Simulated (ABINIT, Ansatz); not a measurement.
Planning a run of ABINIT 10.8.3 on TiO2 (Rutile). The input:

```
acell 3*1.0 Angstrom
rprim 
  4.592200000000 0.000000000000 0.000000000000
  0.000000000000 4.592200000000 0.000000000000
  0.000000000000 0.000000000000 2.957400000000
ntypat 2
znucl 22 8
natom 6
typat 1 1 2 2 2 2
xred 
  0.000000000000 0.000000000000 0.000000000000
  0.500000000000 0.500000000000 0.500000000000
  0.304960000000 0.304960000000 0.000000000000
  0.195040000000 0.804960000000 0.500000000000
  0.695040000000 0.695040000000 0.000000000000
  0.804960000000 0.195040000000 0.500000000000
pp_dirpath "pseudos"
pseudos "Ti.upf, O.upf"
ecut 38
ngkpt 4 4 4
nshiftk 1
shiftk 0 0 0
kptopt 1
chksymbreak 0
istwfk *1
occopt 1
irdwfk 1
optdriver 3
nband 44
ecuteps 2.2
inclvkb 2
awtr 1
symchi 1
indata_prefix "in"
outdata_prefix "out"
tmpdata_prefix "tmp"
```

```sh
OMP_NUM_THREADS=1 mpirun -n 8 abinit run.abi > log
```

Q: How long will it take on 8 MPI ranks of Arm Neoverse N1, shared host, and how much memory?

It took 33 s; on shared hardware allow 16 s to 66 s. Peak host memory was 2.1 GiB.

[Paths, hosts, dates, memory and timing lines, banners, echoed tables and standing remarks are left out of the program output.]

[Logs are printed without paths, hosts, clocks, repeated set-up lines and the standing remarks that a program may print on its own settings, such as how far it seeks lower states.]

[Runs of the session that timed out or met a known fault of the program may be left out.]

[Hosts, paths, dates, database ids (printed as entryN), source tags and the programs' standing remarks are cut or masked in the printed files.]

[G0W0 gaps are taken among the corrected bands and points alone; a level outside them can change the order at an edge.]

[Where Ansatz stands beside ABINIT at settings called matched, ABINIT's density can come from a denser mesh and the files from another edition; pairs whose starting gaps differed by over 0.03 eV were left out, so agreement reads better than it is.]
